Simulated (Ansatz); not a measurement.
# Resistivity from frozen vibrations: Ti(0001) with 2 thermally displaced layers, 2x2

How much do lattice vibrations at 180 K scatter the electrons of Ti? Layers with random displacements are laid between perfect leads, and the resistance is followed against their length.

Calculated with Ansatz 0.2.0; Ansatz plane-wave DFT, PBE, PAW files; ballistic transport by layer matching (Landauer), zero bias; PAW set soft_1.

Most raw output is cut from this account.

## Step 1: Starting point

The cell holds 48 atoms: 48 Ti. Cell: a = 5.900 Å, b = 5.900 Å, c = 28.116 Å, α = 90.0°, β = 90.0°, γ = 120.0°. It derives from Ti. Regions: lead, 40 atoms (40 Ti); scattering region, 8 atoms (8 Ti). The structure is stacked along c, and the current runs across the ab planes.

## Step 2: With 2 displaced layers

Each atom of 2 layers is moved at random, by amounts drawn from a normal law 0.0596 Å wide in each direction from the Debye model (420 K) at 180 K. The layers about the cell's end stay perfect and serve as the lead. Disorder leaves little or no symmetry, which makes such runs dear. Energies from -0.05 to 0.05 eV in steps of 0.05 eV are too few for the program's thermal sum, so it prints no conductance; for a metal the transmission near the Fermi level serves, at a fraction of the cost.

input.yaml

```yaml
crystal:
  lattice:
    - [5.9, 0.0, 0.0]
    - [-2.95, 5.1095498823, 0.0]
    - [0.0, 0.0, 28.116]
  atoms:
    - { symbol: Ti, position: [0.1666666667, 0.3333333333, 0.0416666667] }
    - { symbol: Ti, position: [0.1666666667, 0.8333333333, 0.0416666667] }
    - { symbol: Ti, position: [0.6666666667, 0.3333333333, 0.0416666667] }
    - { symbol: Ti, position: [0.6666666667, 0.8333333333, 0.0416666667] }
    - { symbol: Ti, position: [0.3333333333, 0.1666666667, 0.125] }
    - { symbol: Ti, position: [0.3333333333, 0.6666666667, 0.125] }
    - { symbol: Ti, position: [0.8333333333, 0.1666666667, 0.125] }
    - { symbol: Ti, position: [0.8333333333, 0.6666666667, 0.125] }
[... 36 atom lines left out ...]
    - { symbol: Ti, position: [0.3333333333, 0.1666666667, 0.9583333333] }
    - { symbol: Ti, position: [0.3333333333, 0.6666666667, 0.9583333333] }
    - { symbol: Ti, position: [0.8333333333, 0.1666666667, 0.9583333333] }
    - { symbol: Ti, position: [0.8333333333, 0.6666666667, 0.9583333333] }
kpoints:
  mp_grid: { grid: [4, 4, 1] }
hamiltonian:
  xc: pbe
  pseudopotentials: { kind: paw, azcp: { folder: soft_1 } }
scf:
  occupations: { method: fermi_dirac, width: 0.1 }
output:
  transmission: { leads: [[0, 8]], kmesh: [8, 8], e_range: [-0.05, 0.05], de: 0.05 }
  write_potential: true
  write_density: true
  volumetric_format: npy
  elf: true
```

Started as:

```bash
> ansatz run input.yaml --threads 4 --pin off --max-ram 15360MiB --backend cpu --events-out ev --progress --plain --runs-dir out
```

Elapsed: 9.6 min, on 4 threads of Arm Neoverse V1, shared host; peak memory 5.9 GiB; 33 min of CPU time.

Numbers from this step:

```
free energy                                    : -119984.7061 eV
energy at zero smearing                        : -119983.7832 eV
Fermi energy                                   : 13.01 eV
cell area                                      : 30.15 Å²
transmission per spin nearest the Fermi level  : 2.478
open channels per spin nearest the Fermi level : 2.656
step of the lead's potential                   : 3.5 meV
```

Per spin. Table of transmission, zone mean by energy, zero at the Fermi level:

```tsv
energy (eV)	transmission, zone mean
-0.0500	2.12
0.0000	2.48
0.0500	2.75
```

Per spin. Open channels, zone mean, lead against energy, zero at the Fermi level:

```tsv
energy (eV)	open channels, zone mean, lead
-0.0500	2.25
0.0000	2.66
0.0500	3.22
```

Transmission over k1 and k2. At 0.0000 eV from the Fermi level.

Ten even steps from '_' (1.43) to '@' (5.24):
```
..@@----@@......
..--......--..__
__--........==__
++@@....__....@@
____==........--
..__..--......--
........@@----@@
++......++......
```
Columns: k1 (b1) from -0.5 to 0.375; rows upwards: k2 (b2) from -0.5 to 0.375.

Open channels over k1 and k2. At 0.0000 eV from the Fermi level.

Values, 8 rows by 8 columns:
```
2.00 6.00 3.00 3.00 6.00 2.00 2.00 2.00
2.00 3.00 2.00 2.00 2.00 3.00 2.00 2.00
2.00 3.00 2.00 2.00 2.00 2.00 3.00 2.00
4.00 6.00 2.00 2.00 2.00 2.00 2.00 6.00
2.00 2.00 3.00 2.00 2.00 2.00 2.00 3.00
2.00 2.00 2.00 3.00 2.00 2.00 2.00 3.00
2.00 2.00 2.00 2.00 6.00 3.00 3.00 6.00
4.00 2.00 2.00 2.00 4.00 2.00 2.00 2.00
```
Columns: k1 (b1) from -0.5 to 0.375; rows upwards: k2 (b2) from -0.5 to 0.375.

ELF in the ca plane at fractional y = 0.165, with atoms of Ti within 0.2 Å of it. It is the smooth field of the valence electrons, not physical close to the nuclei.

Ten even steps from '0' (0.10) to '9' (0.73), each cell a mean:
```
12311574013211230278402210023115730232113301
77515999416777741799932655574169993267777417
99517989616999951898942799995289894279998428
66514998315656640599712666674159982266566416
12310453023111231033103311123114520221112311
10132001231011024210134100002320013310100232
20155223540022015422354001002542235400310254
00231000231010023100013100003310002310100231
12311574013211231157401321133015730232113301
77515999416777751599941677763169993267777417
99517989617999951798961699983289894279998428
66414998315655650499831576663159982266566416
12310453023111131035302321123114520231112311
10142001231011024210133101003310013310100232
20155223540022015421353013102542235400210254
00231000231010023000023002102310002310100231
```
Columns run along c (16.0 Å, from fractional 0.22 to 0.78 of the cell), rows up along a (5.9 Å). Atoms in or near the plane, at fractional coordinates: Ti at (0.29, 0.33), Ti at (0.29, 0.83), Ti at (0.46, 0.33), Ti at (0.46, 0.85), Ti at (0.62, 0.33), Ti at (0.62, 0.83).

Valence density in the ca plane at fractional y = 0.165, with atoms of Ti within 0.2 Å of it. It is the smooth field of the valence electrons, not physical close to the nuclei.

Values in units of 1e0 e/Å³, 9 rows by 16 columns, each cell a mean:
```
0.2 0.8 3.3 0.3 0.2 0.2 2.7 2.6 0.2 0.3 0.3 3.2 1.0 0.2 0.2 0.6
0.2 1.9 7.9 0.4 0.2 0.2 4.8 4.5 0.2 0.2 0.4 7.5 2.3 0.2 0.2 1.3
0.2 0.5 1.6 0.2 0.3 0.2 0.8 0.7 0.2 0.2 0.2 1.6 0.5 0.2 0.2 0.4
0.4 0.2 0.2 0.2 0.5 0.2 0.2 0.2 0.2 0.4 0.2 0.2 0.2 0.3 0.4 0.2
0.3 0.3 0.9 0.2 0.3 0.2 0.5 0.7 0.2 0.2 0.2 0.8 0.3 0.2 0.3 0.3
0.2 1.7 7.0 0.4 0.2 0.2 3.9 5.1 0.2 0.2 0.3 6.7 2.0 0.2 0.2 1.1
0.2 1.2 4.9 0.3 0.2 0.2 2.6 3.4 0.2 0.2 0.3 4.7 1.4 0.2 0.2 0.8
0.3 0.2 0.4 0.2 0.4 0.2 0.3 0.3 0.2 0.3 0.2 0.4 0.2 0.3 0.3 0.2
0.3 0.2 0.2 0.2 0.4 0.2 0.2 0.2 0.3 0.5 0.2 0.2 0.2 0.3 0.4 0.2
```
Columns run along c (16.0 Å, from fractional 0.22 to 0.78 of the cell), rows up along a (5.9 Å). Atoms in or near the plane, at fractional coordinates: Ti at (0.29, 0.33), Ti at (0.29, 0.83), Ti at (0.46, 0.33), Ti at (0.46, 0.85), Ti at (0.62, 0.33), Ti at (0.62, 0.83).

Electrostatic potential energy in the ca plane at fractional y = 0.165, with atoms of Ti within 0.2 Å of it. With pseudopotentials it is smooth inside the atoms' cores, unlike the true potential.

Ten even steps from '0' (-29 eV) to '9' (15 eV), each cell a mean:
```
89996324799988998521379988899863247999889986
99983000489999997200058999999720015899999972
99972000389999996100048999999610004899999961
99984001489999998310269999999730015899999972
89997435799888999754689998899964358998889986
68999888999766899988999987789998889997668999
57999999999755799999999976689999999986558999
68999878999766899987899987789998789997678999
89996324799988999632379999999863247999889986
99983000489999998300048999999720015899999972
99972000389999997200038999999610004899999961
99984001489999998400148999999730015899999972
89997435799888999743579998999964358998889986
68999888999766899988899976789998889997668999
57999999999755799999999864589999999986558999
68999878999766899877899865689998789997678999
```
Columns run along c (16.0 Å, from fractional 0.22 to 0.78 of the cell; values clipped at the 3rd and 97th percentile), rows up along a (5.9 Å). Atoms in or near the plane, at fractional coordinates: Ti at (0.29, 0.33), Ti at (0.29, 0.83), Ti at (0.46, 0.33), Ti at (0.46, 0.85), Ti at (0.62, 0.33), Ti at (0.62, 0.83).

Over the solved energies the transmission per spin lies between 2.12 and 2.75, out of 2.71 channels of the lead on average (up to 3.22).

## Step 3: With 6 displaced layers

Each atom of 6 layers is moved at random, by amounts drawn from a normal law 0.0596 Å wide in each direction from the Debye model (420 K) at 180 K. A fresh draw is used; the growth of the resistance with length is what counts.

System of this step: Ti(0001) with 6 thermally displaced layers, 2x2. The cell holds 64 atoms: 64 Ti. Cell: a = 5.900 Å, b = 5.900 Å, c = 37.488 Å, α = 90.0°, β = 90.0°, γ = 120.0°. It derives from Ti. Regions: lead, 40 atoms (40 Ti); scattering region, 24 atoms (24 Ti). The structure is stacked along c, and the current runs across the ab planes.

input.yaml

```yaml
crystal:
  lattice:
    - [5.9, 0.0, 0.0]
    - [-2.95, 5.1095498823, 0.0]
    - [0.0, 0.0, 37.488]
  atoms:
    - { symbol: Ti, position: [0.1666666667, 0.3333333333, 0.03125] }
    - { symbol: Ti, position: [0.1666666667, 0.8333333333, 0.03125] }
    - { symbol: Ti, position: [0.6666666667, 0.3333333333, 0.03125] }
    - { symbol: Ti, position: [0.6666666667, 0.8333333333, 0.03125] }
    - { symbol: Ti, position: [0.3333333333, 0.1666666667, 0.09375] }
    - { symbol: Ti, position: [0.3333333333, 0.6666666667, 0.09375] }
    - { symbol: Ti, position: [0.8333333333, 0.1666666667, 0.09375] }
    - { symbol: Ti, position: [0.8333333333, 0.6666666667, 0.09375] }
[... 52 atom lines left out ...]
    - { symbol: Ti, position: [0.3333333333, 0.1666666667, 0.96875] }
    - { symbol: Ti, position: [0.3333333333, 0.6666666667, 0.96875] }
    - { symbol: Ti, position: [0.8333333333, 0.1666666667, 0.96875] }
    - { symbol: Ti, position: [0.8333333333, 0.6666666667, 0.96875] }
kpoints:
  mp_grid: { grid: [4, 4, 1] }
hamiltonian:
  xc: pbe
  pseudopotentials: { kind: paw, azcp: { folder: soft_1 } }
scf:
  occupations: { method: fermi_dirac, width: 0.1 }
output:
  transmission: { leads: [[0, 8]], kmesh: [8, 8], e_range: [-0.05, 0.05], de: 0.05 }
  write_potential: true
  write_density: true
  volumetric_format: npy
```

Run time: 15 min. Hardware: 4 threads; peak memory 9.4 GiB; 53 min of CPU time.

This step gave:

| Quantity | Value |
| --- | --- |
| free energy | -159979.1845 eV |
| energy at zero smearing | -159977.9280 eV |
| Fermi energy | 13.00 eV |
| transmission per spin nearest the Fermi level | 2.019 |
| step of the lead's potential | 1.8 meV |

Per spin. Transmission, zone mean against energy, zero at the Fermi level:

```tsv
energy (eV)	transmission, zone mean
-0.0500	1.81
0.0000	2.02
0.0500	2.05
```

Over the solved energies the transmission per spin lies between 1.81 and 2.05, out of 2.71 channels of the lead on average (up to 3.22).

## Step 4: With 10 displaced layers

Each atom of 10 layers is moved at random, by amounts drawn from a normal law 0.0596 Å wide in each direction from the Debye model (420 K) at 180 K. A fresh draw is used; the growth of the resistance with length is what counts.

System of this step: Ti(0001) with 10 thermally displaced layers, 2x2. The cell holds 80 atoms: 80 Ti. Its edges and angles: a = 5.900 Å, b = 5.900 Å, c = 46.860 Å, α = 90.0°, β = 90.0°, γ = 120.0°. It derives from Ti. Regions: lead, 40 atoms (40 Ti); scattering region, 40 atoms (40 Ti). The structure is stacked along c, and the current runs across the ab planes.

input.yaml

```yaml
crystal:
  lattice:
    - [5.9, 0.0, 0.0]
    - [-2.95, 5.1095498823, 0.0]
    - [0.0, 0.0, 46.86]
  atoms:
    - { symbol: Ti, position: [0.1666666667, 0.3333333333, 0.025] }
    - { symbol: Ti, position: [0.1666666667, 0.8333333333, 0.025] }
    - { symbol: Ti, position: [0.6666666667, 0.3333333333, 0.025] }
    - { symbol: Ti, position: [0.6666666667, 0.8333333333, 0.025] }
    - { symbol: Ti, position: [0.3333333333, 0.1666666667, 0.075] }
    - { symbol: Ti, position: [0.3333333333, 0.6666666667, 0.075] }
    - { symbol: Ti, position: [0.8333333333, 0.1666666667, 0.075] }
    - { symbol: Ti, position: [0.8333333333, 0.6666666667, 0.075] }
[... 68 atom lines left out ...]
    - { symbol: Ti, position: [0.3333333333, 0.1666666667, 0.975] }
    - { symbol: Ti, position: [0.3333333333, 0.6666666667, 0.975] }
    - { symbol: Ti, position: [0.8333333333, 0.1666666667, 0.975] }
    - { symbol: Ti, position: [0.8333333333, 0.6666666667, 0.975] }
kpoints:
  mp_grid: { grid: [4, 4, 1] }
hamiltonian:
  xc: pbe
  pseudopotentials: { kind: paw, azcp: { folder: soft_1 } }
scf:
  occupations: { method: fermi_dirac, width: 0.1 }
output:
  transmission: { leads: [[0, 8]], kmesh: [8, 8], e_range: [-0.05, 0.05], de: 0.05 }
  write_potential: true
  write_density: true
  volumetric_format: npy
```

Elapsed: 26 min, on 4 threads; peak memory 9.4 GiB; 1.5 h of CPU time.

This step gave:

| Quantity | Value |
| --- | --- |
| free energy | -199973.6358 eV |
| energy at zero smearing | -199972.0481 eV |
| transmission per spin nearest the Fermi level | 1.776 |
| step of the lead's potential | 4.1 meV |

Per spin. The transmission, zone mean by energy, zero at the Fermi level:

```tsv
energy (eV)	transmission, zone mean
-0.0500	1.63
0.0000	1.78
0.0500	1.75
```

Over the solved energies the transmission per spin lies between 1.63 and 1.78, out of 2.71 channels of the lead on average (up to 3.22).

## Step 5: The fit

This step: Ansatz plane-wave DFT, PBE, PAW files; ballistic transport by layer matching (Landauer), zero bias; resistivity from the slope of the area resistance; PAW set soft_1 (Ansatz 0.2.0).

Numbers from this step:

| Property | Result |
| --- | --- |
| resistivity | 36.08 µΩ cm |
| intercept | 0.002551 fΩ m² |
| scatter about the fit | 0.02744 fΩ m² |

Resistance, by row:

```tsv
run	length (Å)	T	channels N	RA (fΩ m²)
n2	4.686	2.449	2.708	0.1522
n6	14.06	1.96	2.708	0.5485
n10	23.43	1.718	2.708	0.8284
```

Table of area resistance by length of the displaced region:

```tsv
length of the displaced region (Å)	area resistance (fΩ m²)
4.69	0.152
14.06	0.549
23.43	0.828
```

The area resistance goes from 0.15 to 0.83 fΩ m² between 4.7 and 23.4 Å, a slope of 36 µΩ cm.

By hand from the end points: (0.8284 − 0.1522) fΩ m² / (23.43 − 4.69) Å = 36 µΩ cm, since 1 fΩ m² per Å is 1000 µΩ cm.

## Step 6: What came out

| Item | Value |
| --- | --- |
| resistivity from the slope | 36.1 µΩ cm |
| area resistance over 4.69 Å | 0.152 fΩ m² |
| area resistance over 14.1 Å | 0.549 fΩ m² |
| area resistance over 23.4 Å | 0.828 fΩ m² |

**Reading.** The slope gives 36 µΩ cm. The points scatter by 0.027 fΩ m² about the line, with one random draw a length in a 2x2 cell, so the slope is a rough value. The mean square of the displacements drawn is 0.73, 0.99 and 0.93 of the nominal one at the three lengths; with each resistance scaled back by that, the slope is 37 µΩ cm, the value used below. Read with a model of isotropic scattering on a spherical Fermi surface and the lead's 0.70×10¹⁵ S/m², this slope means a mean free path near 31 Å; over these lengths the model's slope is 1.07 times its bulk resistivity, which would be 34 µΩ cm. Uncorrelated displacements put too much weight on short waves, which scatter strongly; with the sideways repeat of a small cell, one draw and three short lengths, the method is good to a factor of two or three.

[Logs are printed without paths, hosts, clocks, repeated set-up lines and the standing remarks that a program may print on its own settings, such as how far it seeks lower states.]

[Hosts, paths, dates, database ids (printed as entryN), source tags and the programs' standing remarks are cut or masked in the printed files.]
